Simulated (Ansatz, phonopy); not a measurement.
# GaC (hypothetical, Pm-3m): phonons against volume, part 2 of 2

Wanted: mode Grüneisen parameters of GaC (hypothetical) and a free-energy fit over volumes. The crystal structure is hypothetical: it was made by swapping elements on a known structure type.

Ansatz 0.2.0; DFT PBEsol, scalar-relativistic, plane waves, PAW.

So far. Step 9 (Single point at a scaled cell, V/V0 0.985): The run ends at a pressure of 2.26 GPa. Step 10 (Phonons, V/V0 0.985): The lowest solved frequency is -570 cm⁻¹, so the cell is unstable here and gives no valid free energy.

## 11. A cell at another volume, V/V0 1.03

The cell differs from the one that the last finished run ended in (a 2.758 → 2.799 Å, b 2.758 → 2.799 Å, c 2.758 → 2.799 Å).

input.yaml

```yaml
crystal:
  lattice:
    - [2.7994855434, 0.0, 0.0]
    - [0.0, 2.7994855434, 0.0]
    - [0.0, 0.0, 2.7994855434]
  atoms:
    - { symbol: Ga, position: [0.0, 0.0, 0.0] }
    - { symbol: C, position: [0.5, 0.5, 0.5] }
kpoints:
  mp_grid: { grid: [16, 16, 16] }
hamiltonian:
  xc: pbesol
scf:
  occupations: { method: methfessel_paxton, width: 0.15 }
output:
  forces: true
  stress: true
  eigenvalues: true
```

Started as:

```bash
$ ansatz run input.yaml --threads 4 --pin off --max-ram 8192MiB --backend cpu --events-out ev --progress --plain --runs-dir out
```

The job ended after 0.7 s (4 threads of Arm Neoverse V2, shared host; peak memory 0.33 GiB; 2.2 s of CPU time).

The run ends at a pressure of -3.99 GPa.

## 12. Phonons, V/V0 1.03

input.yaml, the sections that differ from step 11:

```yaml
output:
  eigenvalues: true
phonons:
  method: dfpt
  qmesh: [4, 4, 4]
  temperatures: { t_max: 1000, t_step: 50 }
  qpath:
    path:
      - [[0.0, 0.0, 0.0], [0.0, 0.5, 0.0], [0.5, 0.5, 0.0], [0.0, 0.0, 0.0], [0.5, 0.5, 0.5], [0.0, 0.5, 0.0]]
      - [[0.5, 0.5, 0.5], [0.5, 0.5, 0.0]]
    npoints: 10
# crystal, kpoints, hamiltonian, scf: as in step 11
```

Elapsed: 3.1 min, on 4 threads; peak memory 1.9 GiB.

No LO-TO term. Phonon branches along the path, in cm⁻¹:

| point | branch 1 | branch 2 | branch 3 | branch 4 | branch 5 | branch 6 |
| --- | --- | --- | --- | --- | --- | --- |
| Γ | -160 | -160 | -160 | 0 | 0 | 0 |
| halfway | -205 | -205 | -186 | -57 | -57 | 129 |
| X | -328 | -328 | -77 | -77 | 174 | 198 |
| halfway | -420 | -316 | -101 | 106 | 180 | 199 |
| M | -446 | -116 | 162 | 162 | 171 | 171 |
| halfway | -345 | -279 | -212 | -82 | 112 | 123 |
| Γ | -160 | -160 | -160 | 0 | 0 | 0 |
| halfway | -363 | -250 | -250 | 104 | 106 | 106 |
| R | -250 | -250 | -250 | 165 | 165 | 165 |
| halfway | -370 | -354 | 82 | 95 | 153 | 174 |
| X | -328 | -328 | -77 | -77 | 174 | 198 |
| jump to R | -250 | -250 | -250 | 165 | 165 | 165 |
| halfway | -543 | 35 | 35 | 76 | 168 | 168 |
| M | -446 | -116 | 162 | 162 | 171 | 171 |

The lowest solved frequency is -543 cm⁻¹, so the cell is unstable here and gives no valid free energy.

## 13. A cell at another volume, V/V0 0.97

The cell differs from the one that the last finished run ended in (a 2.799 → 2.744 Å, b 2.799 → 2.744 Å, c 2.799 → 2.744 Å).

input.yaml, the sections that differ from step 12:

```yaml
crystal:
  lattice:
    - [2.7440355424, 0.0, 0.0]
    - [0.0, 2.7440355424, 0.0]
    - [0.0, 0.0, 2.7440355424]
  atoms:
    - { symbol: Ga, position: [0.0, 0.0, 0.0] }
    - { symbol: C, position: [0.5, 0.5, 0.5] }
output:
  forces: true
  stress: true
  eigenvalues: true
# kpoints, hamiltonian, scf: as in step 12
# phonons: removed
```

It took 0.69 s on 4 threads; peak memory 0.33 GiB; 2.1 s of CPU time.

The run ends at a pressure of 4.73 GPa.

## 14. Lattice dynamics at this volume, V/V0 0.97

input.yaml, the sections that differ from step 13:

```yaml
output:
  eigenvalues: true
phonons:
  method: dfpt
  qmesh: [4, 4, 4]
  temperatures: { t_max: 1000, t_step: 50 }
  qpath:
    path:
      - [[0.0, 0.0, 0.0], [0.0, 0.5, 0.0], [0.5, 0.5, 0.0], [0.0, 0.0, 0.0], [0.5, 0.5, 0.5], [0.0, 0.5, 0.0]]
      - [[0.5, 0.5, 0.5], [0.5, 0.5, 0.0]]
    npoints: 10
# crystal, kpoints, hamiltonian, scf: as in step 13
```

Run time: 3 min. Hardware: 4 threads; peak memory 1.8 GiB.

The lowest solved frequency is -580 cm⁻¹, so the cell is unstable here and gives no valid free energy.

## 15. A cell at another volume, V/V0 1.05

The cell differs from the one that the last finished run ended in (a 2.744 → 2.817 Å, b 2.744 → 2.817 Å, c 2.744 → 2.817 Å).

input.yaml, the sections that differ from step 14:

```yaml
crystal:
  lattice:
    - [2.8174891607, 0.0, 0.0]
    - [0.0, 2.8174891607, 0.0]
    - [0.0, 0.0, 2.8174891607]
  atoms:
    - { symbol: Ga, position: [0.0, 0.0, 0.0] }
    - { symbol: C, position: [0.5, 0.5, 0.5] }
output:
  forces: true
  stress: true
  eigenvalues: true
# kpoints, hamiltonian, scf: as in step 14
# phonons: removed
```

Run time: 0.71 s. Hardware: 4 threads; peak memory 0.33 GiB; 2.2 s of CPU time.

The run ends at a pressure of -6.28 GPa.

## 16. Lattice dynamics at this volume, V/V0 1.05

input.yaml, the sections that differ from step 15:

```yaml
output:
  eigenvalues: true
phonons:
  method: dfpt
  qmesh: [4, 4, 4]
  temperatures: { t_max: 1000, t_step: 50 }
  qpath:
    path:
      - [[0.0, 0.0, 0.0], [0.0, 0.5, 0.0], [0.5, 0.5, 0.0], [0.0, 0.0, 0.0], [0.5, 0.5, 0.5], [0.0, 0.5, 0.0]]
      - [[0.5, 0.5, 0.5], [0.5, 0.5, 0.0]]
    npoints: 10
# crystal, kpoints, hamiltonian, scf: as in step 15
```

Run time: 3.4 min. Hardware: 4 threads; peak memory 1.9 GiB.

No LO-TO term. Phonon branches along the path, in cm⁻¹:

| point | branch 1 | branch 2 | branch 3 | branch 4 | branch 5 | branch 6 |
| --- | --- | --- | --- | --- | --- | --- |
| Γ | -172 | -172 | -172 | 0 | 0 | 0 |
| halfway | -214 | -214 | -197 | -60 | -60 | 122 |
| X | -329 | -329 | -80 | -80 | 168 | 169 |
| halfway | -416 | -318 | -102 | 99 | 173 | 175 |
| M | -442 | -117 | 130 | 130 | 167 | 167 |
| halfway | -342 | -283 | -223 | -84 | 107 | 116 |
| Γ | -172 | -172 | -172 | 0 | 0 | 0 |
| halfway | -366 | -259 | -259 | 96 | 100 | 100 |
| R | -252 | -252 | -252 | 158 | 158 | 158 |
| halfway | -367 | -355 | 60 | 88 | 129 | 167 |
| X | -329 | -329 | -80 | -80 | 168 | 169 |
| jump to R | -252 | -252 | -252 | 158 | 158 | 158 |
| halfway | -533 | -86 | -86 | 68 | 162 | 162 |
| M | -442 | -117 | 130 | 130 | 167 | 167 |

The lowest solved frequency is -533 cm⁻¹, so the cell is unstable here and gives no valid free energy.

## 17. Mode Grüneisen parameters

This step: DFT PBEsol, scalar-relativistic, plane waves, PAW (phonopy 4.10.0).

Volume series, by row:

| V/V0 | V (Å³/atom) | pressure (GPa) | E - E0 (meV/atom) | gap (eV) | zero-point energy (meV/atom) | lowest on the path (cm⁻¹) | highest at Gamma without the LO-TO term (cm⁻¹) |
| --- | --- | --- | --- | --- | --- | --- | --- |
| 0.97 | 10.33 | 4.729 | 4.611 | 0 | - | -582.8 | 0 |
| 0.985 | 10.49 | 2.261 | 1.126 | 0 | - | -573.1 | 0 |
| 1 | 10.65 | -0.007 | 0 | 0 | - | -564.1 | 0 |
| 1.015 | 10.81 | -2.089 | 1.055 | 0 | - | -555.7 | 0 |
| 1.03 | 10.97 | -3.994 | 4.111 | 0 | - | -547.9 | 0 |
| 1.05 | 11.18 | -6.282 | 10.99 | 0 | - | -538.5 | 0 |

Optical frequency at Gamma without the LO-TO term, mode 1 against V/V0:

| V/V0 | optical frequency at Gamma without the LO-TO term, mode 1 (cm⁻¹) |
| --- | --- |
| 0.9700 | -104 |
| 0.9850 | -122 |
| 1.0000 | -137 |
| 1.0150 | -150 |
| 1.0300 | -160 |
| 1.0500 | -172 |

## 18. What came out

| Quantity | Value |
| --- | --- |
| lowest frequency over the volumes | -583 cm⁻¹ |

Imaginary modes appear at V/V0 = 0.97, 0.985, 1, 1.015, 1.03 and 1.05, so too few stable volumes remain for a free-energy fit. Mode Grüneisen parameters diverge near a vanishing branch and are not given. The softest solved mode at V/V0 = 0.97 is 580i cm⁻¹ at q = (0.25, -0.5, -0.5), and 10 of 10 solved wavevectors carry a mode beyond 8i cm⁻¹. In a metal soft modes also hang on the k-mesh and the smearing, which were not converged here. The PAW files were made for PBE and are used here under another functional, for which the program regenerates the frozen cores.

[Logs are printed without paths, hosts, clocks, repeated set-up lines and the standing remarks that a program may print on its own settings, such as how far it seeks lower states.]

[Hosts, paths, dates, database ids (printed as entryN), source tags and the programs' standing remarks are cut or masked in the printed files.]

[A step with changed settings may run another functional than the one named; its input shows which.]

[Of the runs on displaced cells, only some may be shown.]
